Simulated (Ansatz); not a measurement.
## RbOsF3 (cubic perovskite) (Pm-3m): how robust is the cRPA U?

What does U in RbOsF3 (cubic perovskite) (Pm-3m) depend on besides the window?

Main program and level: Ansatz 0.2.0; constrained RPA on PBE, plane waves, PAW.

The structure was built from a prototype and need not be the compound's stable phase.

### 1. Starting point

It takes space group Pm-3m (No. 221, cubic). Conventional cell: a = 4.299 Å, b = 4.299 Å, c = 4.299 Å, α = 90.00°, β = 90.00°, γ = 90.00°. Nearest to Rb lie 12 F at 3.04 Å. Nearest to Os lie 6 F at 2.15 Å. F has 2 Os at 2.15 Å and 4 Rb at 3.04 Å nearest. Farther neighbours and most contacts between anions are not listed.

As a file:

```cif
data_structure
_symmetry_space_group_name_H-M 'P 1'
_symmetry_Int_Tables_number 1
_cell_length_a 4.2992
_cell_length_b 4.2992
_cell_length_c 4.2992
_cell_angle_alpha 90.000
_cell_angle_beta 90.000
_cell_angle_gamma 90.000
_cell_volume 79.46
loop_
_atom_site_label
_atom_site_type_symbol
_atom_site_fract_x
_atom_site_fract_y
_atom_site_fract_z
_atom_site_occupancy
Rb1 Rb 0.00000 0.00000 0.00000 1
Os2 Os 0.50000 0.50000 0.50000 1
F3 F 0.50000 0.50000 0.00000 1
F4 F 0.50000 0.00000 0.50000 1
F5 F 0.00000 0.50000 0.50000 1
```

The structure was relaxed with PBE. The structure type comes from a generator and need not be one that this composition takes. The structure was generated from a model, not taken from a measurement. The runs that relaxed it are not among those shown. The program's search for lower electronic states was switched off, so nothing shows that the state found is the lowest. Spin-orbit coupling is left out unless a step names it. The default PAW set here is soft_2. Its files were made with PBE.

### 2. Base: Os d, bands v3 to c2, 4×4×4 mesh, medium accuracy

Constrained RPA screens the interaction with every transition except those inside the target bands, which a later many-body model would treat itself.

input.yaml reads:

```yaml
crystal:
  lattice:
    - [0.0, -4.29919594, 0.0]
    - [0.0, 0.0, 4.29919594]
    - [-4.29919594, 0.0, 0.0]
  atoms:
    - { symbol: Rb, position: [0.0, 0.0, 0.0] }
    - { symbol: Os, position: [0.5, 0.5, 0.5] }
    - { symbol: F, position: [0.5, 0.5, 0.0] }
    - { symbol: F, position: [0.5, 0.0, 0.5] }
    - { symbol: F, position: [0.0, 0.5, 0.5] }
kpoints:
  mp_grid: { grid: [6, 6, 6] }
hamiltonian:
  xc: pbe
scf:
  occupations: { method: gaussian, width: 0.08 }
  n_extra_bands: 19
  max_iter: 150
  lower_state_search: "off"
output:
  crpa:
    kmesh: [4, 4, 4]
    target_bands: [v3, c2]
    projections: [{ species: Os, l: d, shell: 5 }]
  local_orbitals:
    kmesh: [8, 8, 8]
    orbitals: [{ species: Os, l: d, shell: 5 }]
    window: { bands: [v3, c2] }
    seedname: lo
```

Command:

```sh
ansatz run input.yaml --threads 4 --pin off --max-ram 9216MiB --backend cpu --events-out ev --progress --plain --runs-dir out
```

Numbers of over 12 decimals in the logs are rounded to 6 here.

The program printed:

```text
scf.n_extra_bands = 19 over 23 filled bands (N_el = 46.0): the run solves 42 bands
Engine: ansatz 0.2.0, aarch64-unknown-linux-gnu
Pseudopotentials: kind: paw
Pseudopotential: Rb, paw, valence charge 9, recommended cutoff 420 eV (normal), Rb.paw.azcp
Pseudopotential: Os, paw, valence charge 16, recommended cutoff 420 eV (normal), Os.paw.azcp
Pseudopotential: F, paw, valence charge 7, recommended cutoff 420 eV (normal), F.paw.azcp
Functional definition: PBE
  parameter kappa = 0.804
  parameter beta = 0.066725
  exchange = pbe_x(kappa = kappa, mu = beta*pi^2/3)
  correlation = pbe_c(beta = beta)
Crystal: 5 atoms, lattice volume = 79.462 Å³
Basis set: ecut = 420 eV, 1551 PW (Γ)
Bands: 42, of which v1, the nominal top of the filled ones, is band 23 counted from 1 (22 counted from 0)
Symmetry: 48 space group operations
Space group: Pm-3m (ITA 221), of the structure as read, at distance tolerance 4.3e-5 Å
k-points: 20 of 216
Non-local potential: Rb, projectors of the file, l = 0: 3, l = 1: 2, l = 2: 2
Non-local potential: Os, projectors of the file, l = 0: 3, l = 1: 2, l = 2: 2, l = 3: 1
Non-local potential: F, projectors of the file, l = 0: 2, l = 1: 2, l = 2: 1
PAW form: soft (Blöchl's): semilocal exchange-correlation on the pseudo side does not see the compensation charge
PAW one-centre angular grid: Rb, 110 points (default); XC on 64 Gauss nodes
PAW one-centre angular grid: Os, 590 points (default); XC on 64 Gauss nodes
PAW one-centre angular grid: F, 110 points (default); XC on 64 Gauss nodes
Initial density: superposition of atomic densities (neutral atoms: chi_scale 0, normalization atom), corrected by the library's trained network
Initial wavefunctions: pseudopotential atomic-orbital guess
Functional: x = pbe(κ = 0.804, μ = 0.219515), c = pbe(β = 0.066725)
SCF iter   1: F=—  HF=-17074.808202 eV  |F-HF|=—  |Δ(HF+E_count)|=         —  Δρ=8.84e-3  dr2=1.77e-2  ethr=1.77e-3  ⟨swp⟩=6.0  Hψ=3847  notcnv=0  defer=136
preconditioner: auto → LDOS  [insulator: Δε(μ)=0.085 eV  Ē_g=19.460 eV  σ=0.080 eV  W_gap=0.55  n_scr=18 (ndim 8)  ℏωp=25.0 eV  f_vac=0.062  D(μ)=2.13/eV (n_scr^D=18)  ε∞_Penn≈2.6  β→1.0]
SCF iter   2: F=—  HF=-17074.810330 eV  |F-HF|=—  |Δ(HF+E_count)|=   2.13e-3  Δρ=2.33e-3  dr2=3.34e-3  ethr=3.85e-5  ⟨swp⟩=2.5  Hψ=1357  notcnv=0  defer=193
SCF iter   3: F=—  HF=-17074.809476 eV  |F-HF|=—  |Δ(HF+E_count)|=   8.54e-4  Δρ=1.58e-3  dr2=1.12e-3  ethr=7.27e-6  ⟨swp⟩=2.2  Hψ=1064  notcnv=0  defer=193
SCF iter   4: F=—  HF=-17074.809216 eV  |F-HF|=—  |Δ(HF+E_count)|=   2.60e-4  Δρ=6.12e-4  dr2=1.64e-4  ethr=2.42e-6  ⟨swp⟩=2.2  Hψ=808  notcnv=0  defer=193
SCF iter   5: F=—  HF=-17074.809175 eV  |F-HF|=—  |Δ(HF+E_count)|=   4.07e-5  Δρ=1.59e-4  dr2=1.14e-5  ethr=3.57e-7  ⟨swp⟩=2.0  Hψ=798  notcnv=0  defer=193
SCF iter   6: F=—  HF=-17074.809172 eV  |F-HF|=—  |Δ(HF+E_count)|=   2.81e-6  Δρ=1.70e-5  dr2=1.43e-7  ethr=2.49e-8  ⟨swp⟩=2.0  Hψ=816  notcnv=0  defer=193
SCF iter   7: F=-17074.809172 eV  HF=-17074.809172 eV  |F-HF|=1.02e-10  |Δ(HF+E_count)|=   2.69e-8  Δρ=1.29e-6  dr2=5.54e-10  ethr=2.17e-10  ⟨swp⟩=10.3  Hψ=3706  notcnv=0
SCF 1 converged in 7 iterations: F = -17074.809172 eV  dr2 = 5.54e-10
[...]
NSCF: frozen V_eff on 38 k-points
NSCF: frozen V_eff on 10 k-points
[...]
cRPA screening: q 1/64
cRPA screening: q 2/64
cRPA screening: q 8/64 (q-point 3)
cRPA screening: q 11/64 (q-point 6)
cRPA screening: q 23/64 (q-point 7)
cRPA screening: q 35/64 (q-point 11)
cRPA screening: q 38/64 (q-point 22)
cRPA screening: q 46/64 (q-point 23)
cRPA screening: q 58/64 (q-point 27)
cRPA screening: q 64/64 (q-point 43)
SCF converged after 7 iterations
Free energy (F): -17074.809172 eV
Harris-Foulkes:  -17074.809172 eV  (|F-HF|=1.02e-10)
Internal energy: -17074.802391 eV  (E = F + TS)
E sigma→0 (E₀):  -17074.805782 eV
Entropy (-TS):   -0.006781 eV (-1.356 meV/atom)
Fermi energy:    9.560136 eV
--- Per-component energies (eV) ---
  E_band       = -409.972777
  E_kinetic    = 1381.989710
  E_local      = -4049.348971  (includes V_loc(G=0)·N_el)
  E_nonlocal   = 391.044604
  E_hartree    = 1518.467636
  E_xc         = -635.107547
  E_vxc        = -725.345068  (∫ρ·V_xc dr)
  E_paw        = -12231.772706  (= ΣΔE_a)
  E_vpaw       = -445.253326  (= ΣTr[D̂ρ^β])
  E_aug_tail   = 0.005955  (compensation charges beyond the density's cutoff)
  E_ewald      = -3450.081074
  E_smearing   = -0.006781  (= −TS)
  E_closure    = -0.000000  (closes the sum)
  Σ components = -17074.809172   (vs F -17074.809172, Δ=0.00e0)
--- Band table (eV; the first three rows and the last of 20) ---
  k-point 0: bands = [... 19 lower, 3.5782, 8.0239, 8.0239, 8.0239, 9.4590, 9.4590, 9.9226, 14.1365, ... 15 higher]
  k-point 1: bands = [... 19 lower, 3.5199, 8.0395, 8.2650, 8.2650, 9.4700, 9.8000, 10.5553, 14.3121, ... 15 higher]
  k-point 2: bands = [... 19 lower, 3.4384, 8.0713, 8.7372, 8.7372, 9.4903, 10.1648, 12.1333, 14.5223, ... 15 higher]
  k-point 19: bands = [... 19 lower, 3.9073, 9.6302, 9.6302, 9.6302, 12.6507, 12.6507, 14.0179, 14.0179, ... 15 higher]
--- cRPA (band scheme, projected local orbitals): target bands 21..25 (1-based), 5 Wannier function(s), 4×4×4 mesh, 50 bands' worth read of 55 solved, ecut_chi 136.0 eV, v(q+G=0) probe_charge, pair densities all_electron ---
  bands read: the sum over 50 bands ends inside a degenerate multiplet in 1 slot, whose members it reads at an even weight; the widest, k=42: bands 49 to 51 (counted from 1) at 2/3 each
  χ-basis size per q: N_G = 257..300
  window electrons = 6.0000, filled by tetrahedron_uncorrected; constrained ε̄⁻¹(q = 0, 0) head = 0.351031; min gauge Gram eig = 0.5790
  Kanamori averages over each shell's own Wannier functions (sites counted from 0, functions from 1):
    Site 1, 5D, 5 of 5 d orbitals (Wannier functions 1, 2, 3, 4, 5; wannier90's mr 1, 2, 3, 4, 5):
      screened: U = 4.8388 eV, U' = 4.0998 eV, J = 0.3406 eV
      screened d-shell averages: U_bar = F0 = 4.2476 eV, J_bar = 0.4883 eV
      screened, to within: U = 8.5e-3 eV, U' = 8.5e-3 eV, J = 6.4e-4 eV
      screened d-shell averages, to within: U_bar = 7.3e-3 eV, J_bar = 9.6e-4 eV
      bare: V = 12.8301 eV, V' = 11.8359 eV, J = 0.4715 eV
      bare d-shell averages: V_bar = F0 = 12.0347 eV, J_bar = 0.6703 eV
  Hermiticity witness max|P − P†| over intra, direct and exchange elements: 8.88e-15 eV (screened), 4.36e-19 eV (bare)
  Reality witness max|Im| over intra, direct and exchange elements: 1.06e-18 eV (screened), 1.64e-18 eV (bare)
```

The job ended after 66 s (4 threads of Arm Neoverse V2, shared host; peak memory 0.64 GiB).

In the SCF lines HF is the Harris–Foulkes energy and dr2 the Hartree energy of the density residual, in eV; the loop may stop once dr2 is under the threshold and the program's other checks hold. Hψ counts applications of the Hamiltonian.

Numbers from this step:

| Quantity | Value |
| --- | --- |
| U | 4.839 eV |
| U prime (inter-orbital) | 4.100 eV |
| J | 0.3406 eV |
| bare V | 12.83 eV |
| bare J | 0.4715 eV |
| stated bound on U | 0.008480 eV |
| U over bare V | 0.3771 |
| electrons in the window | 6.000 |
| head of the constrained inverse dielectric matrix | 0.3510 |
| least eigenvalue of the projection's overlap | 0.5790 |
| target functions | 5 |
| bands in the sums | 50 |
| r.m.s. miss of the model bands | 0.001304 eV |
| width of the target bands | 4.628 eV |
| weight of the projected orbitals in the window | 0.8434 |

On the Os d shell, screening brings the on-site interaction from 12.8 eV down to U = 4.84 eV.

### 3. Changed: 2×2×2 mesh

Changes to input.yaml since step 2:

```diff
@@ -22,9 +22,4 @@
   crpa:
-    kmesh: [4, 4, 4]
+    kmesh: [2, 2, 2]
     target_bands: [v3, c2]
     projections: [{ species: Os, l: d, shell: 5 }]
-  local_orbitals:
-    kmesh: [8, 8, 8]
-    orbitals: [{ species: Os, l: d, shell: 5 }]
-    window: { bands: [v3, c2] }
-    seedname: lo
```

The program printed:

```text
[...]
Crystal: 5 atoms, lattice volume = 79.462 Å³
Basis set: ecut = 420 eV, 1551 PW (Γ)
Bands: 42, of which v1, the nominal top of the filled ones, is band 23 counted from 1 (22 counted from 0)
Symmetry: 48 space group operations
[...]
k-points: 20 of 216
[...]
SCF iter   1: F=—  HF=-17074.808202 eV  |F-HF|=—  |Δ(HF+E_count)|=         —  Δρ=8.84e-3  dr2=1.77e-2  ethr=1.77e-3  ⟨swp⟩=6.0  Hψ=3847  notcnv=0  defer=136
[...]
SCF iter   7: F=-17074.809172 eV  HF=-17074.809172 eV  |F-HF|=1.02e-10  |Δ(HF+E_count)|=   2.69e-8  Δρ=1.29e-6  dr2=5.54e-10  ethr=2.17e-10  ⟨swp⟩=10.3  Hψ=3706  notcnv=0
SCF 1 converged in 7 iterations: F = -17074.809172 eV  dr2 = 5.54e-10
[...]
NSCF: frozen V_eff on 4 k-points
[...]
cRPA screening: q 1/8
cRPA screening: q 2/8
cRPA screening: q 5/8 (q-point 4)
cRPA screening: q 8/8
SCF converged after 7 iterations
Free energy (F): -17074.809172 eV
[...]
Internal energy: -17074.802391 eV  (E = F + TS)
E sigma→0 (E₀):  -17074.805782 eV
Entropy (-TS):   -0.006781 eV (-1.356 meV/atom)
Fermi energy:    9.560136 eV
[...]
--- Band table (eV; the first three rows and the last of 20) ---
  k-point 0: bands = [... 19 lower, 3.5782, 8.0239, 8.0239, 8.0239, 9.4590, 9.4590, 9.9226, 14.1365, ... 15 higher]
  k-point 1: bands = [... 19 lower, 3.5199, 8.0395, 8.2650, 8.2650, 9.4700, 9.8000, 10.5553, 14.3121, ... 15 higher]
  k-point 2: bands = [... 19 lower, 3.4384, 8.0713, 8.7372, 8.7372, 9.4903, 10.1648, 12.1333, 14.5223, ... 15 higher]
  k-point 19: bands = [... 19 lower, 3.9073, 9.6302, 9.6302, 9.6302, 12.6507, 12.6507, 14.0179, 14.0179, ... 15 higher]
[...]
χ-basis size per q: N_G = 257..300
[...]
screened: U = 5.0481 eV, U' = 4.2950 eV, J = 0.3478 eV
      screened d-shell averages: U_bar = F0 = 4.4456 eV, J_bar = 0.4984 eV
      screened, to within: U = 8.0e-3 eV, U' = 8.0e-3 eV, J = 6.5e-4 eV
      screened d-shell averages, to within: U_bar = 6.8e-3 eV, J_bar = 9.5e-4 eV
      bare: V = 13.1864 eV, V' = 12.1773 eV, J = 0.4813 eV
      bare d-shell averages: V_bar = F0 = 12.3792 eV, J_bar = 0.6831 eV
[...]
```

Run time: 8.3 s. Hardware: 4 threads; peak memory 0.54 GiB; 29 s of CPU time.

Numbers from this step:

```yaml
u: 5.048 eV
u_prime_inter_orbital: 4.295 eV
j: 0.3478 eV
bare_v: 13.19 eV
bare_j: 0.4813 eV
stated_bound_on_u: 0.007998 eV
u_over_bare_v: 0.3828
electrons_in_the_window: 6.000
head_of_the_constrained_inverse_dielectric_matrix: 0.3225
least_eigenvalue_of_the_projection_s_overlap: 0.5790
target_functions: 5
bands_in_the_sums: 50
width_of_the_target_bands: 4.628 eV
weight_of_the_projected_orbitals_in_the_window: 0.8434
```

On the Os d shell, screening brings the on-site interaction from 13.2 eV down to U = 5.05 eV.

### 4. Changed: 6×6×6 mesh

Changes to input.yaml since step 3:

```diff
@@ -22,3 +22,3 @@
   crpa:
-    kmesh: [2, 2, 2]
+    kmesh: [6, 6, 6]
     target_bands: [v3, c2]
```

The program printed:

```text
[...]
Crystal: 5 atoms, lattice volume = 79.462 Å³
Basis set: ecut = 420 eV, 1551 PW (Γ)
Bands: 42, of which v1, the nominal top of the filled ones, is band 23 counted from 1 (22 counted from 0)
Symmetry: 48 space group operations
[...]
k-points: 20 of 216
[...]
χ-basis size per q: N_G = 257..300
[...]
screened: U = 4.7886 eV, U' = 4.0508 eV, J = 0.3397 eV
      screened d-shell averages: U_bar = F0 = 4.1984 eV, J_bar = 0.4873 eV
      screened, to within: U = 8.4e-3 eV, U' = 8.4e-3 eV, J = 6.4e-4 eV
      screened d-shell averages, to within: U_bar = 7.2e-3 eV, J_bar = 9.5e-4 eV
      bare: V = 12.7906 eV, V' = 11.7973 eV, J = 0.4706 eV
      bare d-shell averages: V_bar = F0 = 11.9960 eV, J_bar = 0.6692 eV
[...]
[key lines of the parts left out:]
SCF converged after 7 iterations
Free energy (F): -17074.809172 eV
Fermi energy:    9.560136 eV
```

The job ended after 6.5 min (4 threads; peak memory 0.9 GiB; 25 min of CPU time).

This step gave:

| Quantity | Value |
| --- | --- |
| U | 4.789 eV |
| U prime (inter-orbital) | 4.051 eV |
| J | 0.3397 eV |
| bare V | 12.79 eV |
| bare J | 0.4706 eV |
| stated bound on U | 0.008342 eV |
| U over bare V | 0.3744 |
| electrons in the window | 6.000 |
| head of the constrained inverse dielectric matrix | 0.3506 |
| least eigenvalue of the projection's overlap | 0.5788 |
| target functions | 5 |
| bands in the sums | 50 |
| width of the target bands | 4.628 eV |
| weight of the projected orbitals in the window | 0.8434 |

On the Os d shell, screening brings the on-site interaction from 12.8 eV down to U = 4.79 eV.

### 5. Changed: accuracy low

Changes to input.yaml since step 4:

```diff
@@ -22,4 +22,5 @@
   crpa:
-    kmesh: [6, 6, 6]
+    kmesh: [4, 4, 4]
     target_bands: [v3, c2]
     projections: [{ species: Os, l: d, shell: 5 }]
+    accuracy: low
```

The program printed:

```text
[...]
Crystal: 5 atoms, lattice volume = 79.462 Å³
Basis set: ecut = 420 eV, 1551 PW (Γ)
Bands: 42, of which v1, the nominal top of the filled ones, is band 23 counted from 1 (22 counted from 0)
Symmetry: 48 space group operations
[...]
k-points: 20 of 216
[...]
χ-basis size per q: N_G = 257..300
[...]
screened: U = 4.8148 eV, U' = 4.0783 eV, J = 0.3393 eV
      screened d-shell averages: U_bar = F0 = 4.2256 eV, J_bar = 0.4866 eV
      screened, to within: U = 9.0e-2 eV, U' = 9.0e-2 eV, J = 6.5e-3 eV
      screened d-shell averages, to within: U_bar = 7.8e-2 eV, J_bar = 9.5e-3 eV
      bare: V = 12.8301 eV, V' = 11.8359 eV, J = 0.4715 eV
      bare d-shell averages: V_bar = F0 = 12.0347 eV, J_bar = 0.6703 eV
[...]
[key lines of the parts left out:]
SCF converged after 7 iterations
Free energy (F): -17074.809172 eV
Fermi energy:    9.560136 eV
```

Elapsed: 29 s, on 4 threads; peak memory 0.59 GiB; 1.8 min of CPU time.

This step gave:

- U: 4.815 eV
- U prime (inter-orbital): 4.078 eV
- J: 0.3393 eV
- bare V: 12.83 eV
- bare J: 0.4715 eV
- stated bound on U: 0.08923 eV
- U over bare V: 0.3753
- electrons in the window: 6.000
- head of the constrained inverse dielectric matrix: 0.3507
- least eigenvalue of the projection's overlap: 0.5790
- target functions: 5
- bands in the sums: 50
- width of the target bands: 4.628 eV
- weight of the projected orbitals in the window: 0.8434

On the Os d shell, screening brings the on-site interaction from 12.8 eV down to U = 4.81 eV.

### 6. Changed: sums over states

Changes to input.yaml since step 5:

```diff
@@ -25,2 +25,4 @@
     projections: [{ species: Os, l: d, shell: 5 }]
-    accuracy: low
+    accuracy: sum_over_states
+    n_empty_bands: 23
+    ecut_chi: 70
```

The program printed:

```text
[...]
Crystal: 5 atoms, lattice volume = 79.462 Å³
Basis set: ecut = 420 eV, 1551 PW (Γ)
Bands: 42, of which v1, the nominal top of the filled ones, is band 23 counted from 1 (22 counted from 0)
Symmetry: 48 space group operations
[...]
k-points: 20 of 216
[...]
χ-basis size per q: N_G = 88..112
[...]
U and J over all bands: no bound (output.crpa.accuracy: sum_over_states); those below are of the sums over the bands read on the sphere of ecut_chi, with what the atoms add
[...]
screened: U = 5.1556 eV, U' = 4.3443 eV, J = 0.3689 eV
      screened d-shell averages: U_bar = F0 = 4.5065 eV, J_bar = 0.5312 eV
      bare: V = 12.8301 eV, V' = 11.8359 eV, J = 0.4715 eV
      bare d-shell averages: V_bar = F0 = 12.0347 eV, J_bar = 0.6703 eV
[...]
[key lines of the parts left out:]
SCF converged after 7 iterations
Free energy (F): -17074.809172 eV
Fermi energy:    9.560136 eV
```

Wall time 4.7 s (4 threads); peak memory 0.56 GiB; 16 s of CPU time.

This variant gives U = 5.16 eV against 4.84 eV. It is a finite sum over empty states with no bound on its error and stays out of the table below.

(Continued in part 2 of 2.)

[Paths, hosts, dates, memory and timing lines, banners, echoed tables and standing remarks are left out of the program output.]

[Logs are printed without paths, hosts, clocks, repeated set-up lines and the standing remarks that a program may print on its own settings, such as how far it seeks lower states.]

[Runs of the session that timed out or met a known fault of the program may be left out.]

[Hosts, paths, dates, database ids (printed as entryN), source tags and the programs' standing remarks are cut or masked in the printed files.]
